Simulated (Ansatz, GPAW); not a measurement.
# CSeO (model structure): optical spectrum from first principles, part 2 of 3

Wanted: where CSeO (model structure) starts to absorb, how strongly, and its refractive index. The cell was made here by substitution or stacking, whether or not such a phase is known. It was built so: All S replaced by Se in the R3m structure of CSO. The cell is first relaxed with Ansatz.

GPAW 26.7.0; DFT, LDA, plane-wave PAW (GPAW data sets), scalar-relativistic, RPA, optical limit.

So far: Starting point; Relaxation.

## 3. Ground state

The self-consistent density comes first; it also tells whether there is a gap, which decides the occupations and the need for a Drude term.

This step: DFT, LDA, plane-wave PAW (GPAW data sets), scalar-relativistic, ground state (GPAW 26.7.0).

gs.py reads:

```python
from ase import Atoms
from ase.dft.bandgap import bandgap
from gpaw import GPAW, PW, FermiDirac

atoms = Atoms(['Se', 'O', 'C'],
              cell=[[3.007016417764, 1.736101738237, 1.921297797415],
                    [-3.007016417764, 1.736101738237, 1.921297797415],
                    [0.000000000000, -3.472203476524, 1.921297797370]],
              scaled_positions=[[0.513142435000, 0.513142435000, 0.513142435000],
                                [0.009143298400, 0.009143298400, 0.009143298400],
                                [0.807914266600, 0.807914266600, 0.807914266600]],
              pbc=[True, True, True])
atoms.calc = GPAW(mode=PW(400), xc='LDA', kpts={'size': (6, 6, 6), 'gamma': True},
                  occupations=FermiDirac(0.05), maxiter=150, txt='gs.txt')
print('energy (eV)', atoms.get_potential_energy())
print('Fermi level (eV)', atoms.calc.get_fermi_level())
print('valence electrons', atoms.calc.get_number_of_electrons())
print('gap (eV)', bandgap(atoms.calc, output=None)[0])
print('direct gap (eV)', bandgap(atoms.calc, direct=True, output=None)[0])
atoms.calc.write('gs.gpw')
```

Command:

```console
OMP_NUM_THREADS=1 python gs.py
```

Numbers of over 12 decimals in the logs are rounded to 6 here.

The log of the run:

```text
__  _  _
 | _ |_)|_||  |
 |__||  | ||/\| - 26.7.0

Versions:
  Python: 3.12.14
  ASE:    3.29.0
  Numpy:  2.5.5
  Scipy:  1.18.1
  Libxc:  7.0.0

Input parameters:
  mode=PW(ecut=400.0),
  kpts=MonkhorstPack(size=(6, 6, 6), gamma=True),
  maxiter=150,
  occupations=Occupations(name='fermi-dirac', width=0.05, fixmagmom=False),
  xc=XC(name='LDA')

Diagonalizing LCAO Hamiltonian
Converting LCAO to pw mode

       C

       Se

       O

Atoms  # Å, Bohr magnetons
|   | symbol |         x |         y |        z |    initial magnetic moments |
| 0 |     Se |  0.000000 | -0.000000 | 2.957698 | ( 0.0000,  0.0000,  0.0000) |
| 1 |      O | -0.000000 | -0.000000 | 0.052701 | ( 0.0000,  0.0000,  0.0000) |
| 2 |      C |  0.000000 | -0.000000 | 4.656732 | ( 0.0000,  0.0000,  0.0000) |

Unit cell  # Å
| periodic |         x |         y |        z |  lengths |    angles |
|      yes |  3.007016 |  1.736102 | 1.921298 | 3.968322 | 98.533377 |
|      yes | -3.007016 |  1.736102 | 1.921298 | 3.968322 | 98.533377 |
|      yes |  0.000000 | -3.472203 | 1.921298 | 3.968322 | 98.533377 |

Number of symmetries: 6
Symmetry operations  # r_c * U_cc + t_c -> r_c
|   | kind |            matrix            |
| 0 |  E   |  1, 0, 0,  0, 1, 0,  0, 0, 1 |
| 1 |  σ   |  1, 0, 0,  0, 0, 1,  0, 1, 0 |
| 2 |  σ   |  0, 1, 0,  1, 0, 0,  0, 0, 1 |
| 3 |  C3  |  0, 1, 0,  0, 0, 1,  1, 0, 0 |
| 4 |  C3  |  0, 0, 1,  1, 0, 0,  0, 1, 0 |
| 5 |  σ   |  0, 0, 1,  0, 1, 0,  1, 0, 0 |

BZ-sampling:
  Number of BZ points: 216
  Number of IBZ points: 32

  Monkhorst-Pack size: [6, 6, 6]
  Monkhorst-Pack shift: [0.083333, 0.083333, 0.083333]

K-points  # in reciprocal-cell coordinates
|     |                                coordinates |     weight |
|   0 | (  0.00000000,   0.00000000,   0.00000000) | 0.00462963 |
|   1 | (  0.16666667,   0.00000000,  -0.16666667) | 0.02777778 |
|   2 | (  0.16666667,   0.00000000,   0.00000000) | 0.02777778 |
|   3 | (  0.16666667,   0.16666667,  -0.16666667) | 0.02777778 |
|   4 | (  0.16666667,   0.16666667,   0.00000000) | 0.02777778 |
|   5 | (  0.16666667,   0.16666667,   0.16666667) | 0.00925926 |
|   6 | (  0.33333333,  -0.16666667,  -0.16666667) | 0.02777778 |
|   7 | (  0.33333333,   0.00000000,  -0.33333333) | 0.02777778 |
|   8 | (  0.33333333,   0.00000000,  -0.16666667) | 0.05555556 |
|   9 | (  0.33333333,   0.00000000,   0.00000000) | 0.02777778 |
| ... |                                            |            |
|  31 | (  0.50000000,   0.50000000,   0.50000000) | 0.00462963 |

Plane wave coefficients: 1117
Cutoff: 400.0 eV

Spin-components: 1 (collinear spins)
Bands:           12
Projectors:      15
Spin-degeneracy: 2
Datatype:        complex128

Parallelization:
  kpt:    1
  domain: 1
  band:   1

Density:
  Valence electrons: 16.0
  Components: 1
  Grid points: [20 20 20]
  Charge: 0.0  # |e|

Potential:
  Grid points: [20 20 20]

species:
  Se:
    name:    Selenium
    id:
    Z:       34.0
    valence: 6
    core:    28
    charge:  0.0  # [|e|]
    compensation charges:
      type: gauss
      rc: 0.27  # [Å]
      lmax: 2
    cutoffs:
      filter: 1.77  # [Å]
      core: 2.67  # [Å]
    projectors
    | kind |    occ | energy [eV] | rcut [Å] |
    |   4s |  2.000 |     -17.472 |    0.847 |
    |   4p |  4.000 |      -6.656 |    1.005 |
    |    s |        |       9.739 |    0.847 |
    |    p |        |      20.555 |    1.005 |
    |    d |        |       0.000 |    0.847 |

    Using partial waves for Se as LCAO basis

  O:
    name:    Oxygen
    id:
    Z:       8.0
    valence: 6
    core:    2
    charge:  0.0  # [|e|]
    compensation charges:
      type: gauss
      rc: 0.21  # [Å]
      lmax: 2
    cutoffs:
      filter: 1.17  # [Å]
      core: 0.83  # [Å]
    projectors
    | kind |    occ | energy [eV] | rcut [Å] |
    |   2s |  2.000 |     -23.752 |    0.688 |
    |   2p |  4.000 |      -9.195 |    0.598 |
    |    s |        |       3.459 |    0.688 |
    |    p |        |      18.016 |    0.598 |
    |    d |        |       0.000 |    0.619 |

    Using partial waves for O as LCAO basis

  C:
    name:    Carbon
    id:
    Z:       6.0
    valence: 4
    core:    2
    charge:  0.0  # [|e|]
    compensation charges:
      type: gauss
      rc: 0.20  # [Å]
      lmax: 2
    cutoffs:
      filter: 1.14  # [Å]
      core: 1.14  # [Å]
    projectors
    | kind |    occ | energy [eV] | rcut [Å] |
    |   2s |  2.000 |     -13.639 |    0.635 |
    |   2p |  2.000 |      -5.414 |    0.635 |
    |    s |        |      13.573 |    0.635 |
    |    p |        |      21.797 |    0.635 |
    |    d |        |       0.000 |    0.635 |

    Using partial waves for C as LCAO basis

Reference energy: -69063.884247  # eV

eigensolver:
  PPCG
  Converge bands: occupied
  niter=2

density mixing:
  MSR1-Mixer
  Pratt-step length: 0.05
  Maximum mixing coefficient: 0.75
  Old densities: 10
  SVD Regularization: 0.005
  Good broyden scale: 1.0
  Trust region scale: 1.0
  Backstep threshold: 4.0
  History deletion threshold: 6.0
  Fourier metric: weight=20.0, sigma=0.015

occupation numbers:
  Fermi-Dirac:
    width: 0.0500  # eV

poisson solver:
  ecut: 3200.0  # eV

xc functional:
  name: None

convergence criteria:
- Maximum [total energy] change in last 3 cyles: 0.0005 eV / valence electron
- Maximum integral of absolute [dens]ity change: 0.0001 electrons / valence electron
- Maximum integral of absolute [eigenst]ate change: 4e-08 eV^2 / valence electron
maximum number of iterations: 150

SCF iterations
|iter     |      energy | eigst |  dens |
|iter:   1||  -19.418346 | +0.29 |       |
|iter:   2||  -19.242794 | -1.86 | -0.99 |
|iter:   3||  -18.709161 | -1.66 | -1.03 |
|iter:   4||  -18.675670 | -2.44 | -1.48 |
|iter:   5||  -18.671838 | -3.18 | -1.97 |
|iter:   6||  -18.671257c| -4.04 | -2.39 |
|iter:   7||  -18.671231c| -5.26 | -2.94 |
|iter:   8||  -18.671237c| -6.28 | -3.34 |
|iter:   9||  -18.671237c| -7.21 | -4.08c|
|iter:  10||  -18.671237c| -7.69c| -4.79c|

Converged in 10 steps
SCF loop duration: 5.469 s (0.547 s/step)
Energy contributions relative to reference atoms: (reference = -69063.884247)

Energy contributions:
  Kinetic:          18.546483
  Coulomb:         -18.737640
  Zero:             -0.138121
  External:          0.000000
  Xc:              -18.341958
  Entropy:          -0.000000
  Spinorbit:         0.000000
  ----------------------------
  Free energy:     -18.671237
  Extrapolated:    -18.671237

dipole moment: (0.000000, 0.000000, -13.158553)  # |e|*Ang

Fermi level: 2.207
Eigenvalues  # (at kpt = [0.000, 0.000, 0.000])
| band index |      eig [eV] | occ [0-2] |
|          0 |       -21.741 |     2.000 |
|          1 |       -13.009 |     2.000 |
|          2 |        -7.217 |     2.000 |
|          3 |        -4.429 |     2.000 |
|          4 |        -4.429 |     2.000 |
|          5 |        -3.700 |     2.000 |
|          6 |         0.451 |     2.000 |
|          7 |         0.451 |     2.000 |
|          8 |         4.269 |     0.000 |
|          9 |         4.269 |     0.000 |
|         10 |         5.247 |     0.000 |
|         11 |         8.619 |     0.000 |

Gap: 3.542 eV
Transition (v -> c):
  (s=0, k=19, n=7, [0.50, 0.00, 0.00]) -> (s=0, k=0, n=8, [0.00, 0.00, 0.00])
Direct/indirect transitions are different
Direct gap: 3.818 eV
Transition at: (s=0, k=0, n=7, [0.00, 0.00, 0.00])

--- standard output ---
energy (eV) -18.671237
Fermi level (eV) 2.206967
valence electrons 16.0
gap (eV) 3.541887
direct gap (eV) 3.817862
```

Wall time 6.8 s (1 thread of Arm Neoverse V1, shared host); peak memory 0.14 GiB.

Numbers from this step:

```
energy                 : -18.67 eV
Fermi energy           : 2.207 eV
gap on the k-mesh      : 3.542 eV
direct gap on the mesh : 3.818 eV
electrons              : 16
```

There is a gap, 3.54 eV on this mesh (points off the mesh can give less), so no carriers' term is needed.

## 4. Bands for the response

At the fixed density, many empty bands are solved on the mesh of the response, since the spectrum sums over them.

This step: DFT, LDA, plane-wave PAW (GPAW data sets), scalar-relativistic, bands at fixed density (GPAW 26.7.0).

nscf.py reads:

```python
from ase.dft.bandgap import bandgap
from gpaw import GPAW, FermiDirac

calc = GPAW('gs.gpw').fixed_density(kpts={'size': (9, 9, 9), 'gamma': True}, nbands=44, convergence={'bands': 38},
                                    occupations=FermiDirac(0.001), txt='nscf.txt')
print('gap (eV)', bandgap(calc, output=None)[0])
print('direct gap (eV)', bandgap(calc, direct=True, output=None)[0])
print('top band over the Fermi level (eV)', min(calc.get_eigenvalues(kpt=k)[37] for k in range(len(calc.get_ibz_k_points()))) - calc.get_fermi_level())
calc.write('full.gpw', mode='all')
```

Command:

```console
OMP_NUM_THREADS=1 python nscf.py
```

The log of the run:

```text
Diagonalizing LCAO Hamiltonian
Converting LCAO to pw mode
convergence criteria:
- Maximum integral of absolute [eigenst]ate change: 4e-08 eV^2 / valence electron
maximum number of iterations: 150

SCF iterations
|iter     |      energy | eigst |  dens |
|iter:   1||             | +3.52 |       |
|iter:   2||             | +2.21 |       |
|iter:   3||             | +1.20 |       |
|iter:   4||             | +0.13 |       |
|iter:   5||             | -0.84 |       |
|iter:   6||             | -1.73 |       |
|iter:   7||             | -2.61 |       |
|iter:   8||             | -3.43 |       |
|iter:   9||             | -4.32 |       |
|iter:  10||             | -5.17 |       |
|iter:  11||             | -6.06 |       |
|iter:  12||             | -6.82 |       |
|iter:  13||             | -7.44c|       |
SCF steps: 13
  __  _  _
 | _ |_)|_||  |
 |__||  | ||/\| - 26.7.0

Versions:
  Python: 3.12.14
  ASE:    3.29.0
  Numpy:  2.5.5
  Scipy:  1.18.1
  Libxc:  7.0.0

Input parameters:
  mode=PW(ecut=400.0),
  convergence={'bands': 38},
  gpts=array([20, 20, 20]),
  kpts=MonkhorstPack(size=(9, 9, 9), gamma=True),
  maxiter=150,
  nbands=44,
  occupations=Occupations(name='fermi-dirac', width=0.001, fixmagmom=False),
  parallel={},
  xc=XC(name='LDA')

--- standard output ---
gap (eV) 3.546968
direct gap (eV) 3.813625
top band over the Fermi level (eV) 29.780874
```

The job ended after 72 s (1 thread; peak memory 0.22 GiB).

Numbers from this step:

| Property | Result |
| --- | --- |
| gap on the k-mesh | 3.547 eV |
| direct gap on the mesh | 3.814 eV |

(Continued in part 3 of 3.)

[Machine, clock and banner lines and Python warnings are left out of the logs.]

[Logs are printed without paths, hosts, clocks, repeated set-up lines and the standing remarks that a program may print on its own settings, such as how far it seeks lower states.]

[Hosts, paths, dates, database ids (printed as entryN), source tags and the programs' standing remarks are cut or masked in the printed files.]
